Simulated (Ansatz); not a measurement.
# ErPt3: which shell does photoemission see at 21.2 and 400 eV? (LDA)

The valence band of ErPt3 mixes several shells. Work out by hand which one leads the spectrum's area at each photon energy.

Filled states come from the projected DOS of Ansatz 0.2.0 (LDA+U, plane waves); cross sections σ and asymmetry parameters β are those of free atoms in a Dirac–Hartree–Slater calculation. A shell's area is states × σ × angular factor, which is 1 + β·P₂(cos θ) for linear light, with θ = 54.7° from the polarisation and P₂ = 0.001.

**At 21.2 eV** (states counted from 11.2 eV below the zero; other shells add 6.2 to the products' sum of 105):

| shell | filled states a cell | cross section (Mb an electron) | β | angular factor | product | share by hand (%) | share in the simulated spectrum (%) |
| --- | --- | --- | --- | --- | --- | --- | --- |
| Pt 5d | 26.80 | 3.62 | -0.01 | 1.00 | 97 | 93 | 93 |
| Er 4f | 11.05 | 0.123 | 1.71 | 1.00 | 1.36 | 1 | 1 |

**At 400 eV** (states counted from 25.4 eV below the zero; other shells add 0.079 to the products' sum of 2.21):

| shell | filled states a cell | cross section (Mb an electron) | β | angular factor | product | share by hand (%) | share in the simulated spectrum (%) |
| --- | --- | --- | --- | --- | --- | --- | --- |
| Pt 5d | 26.87 | 0.00925 | 0.23 | 1.00 | 0.249 | 11 | 11 |
| Er 4f | 11.05 | 0.17 | 0.74 | 1.00 | 1.88 | 85 | 85 |

Pt 5d leads at 21.2 eV and Er 4f at 400 eV. Between the two energies σ of Pt 5d changes by a factor 0.0026 and that of Er 4f by 1.4, so their ratio moves 539-fold in favour of the second. The simulated spectrum uses the same rule on the energy-resolved DOS, so the two share columns agree within a few points.

Only crystals where the two columns agree within 4 points and the lead is clear are worked in this form. Free-atom cross sections ignore the solid's final states, no escape depth or background enters, and the count of states a shell hangs on the projection.
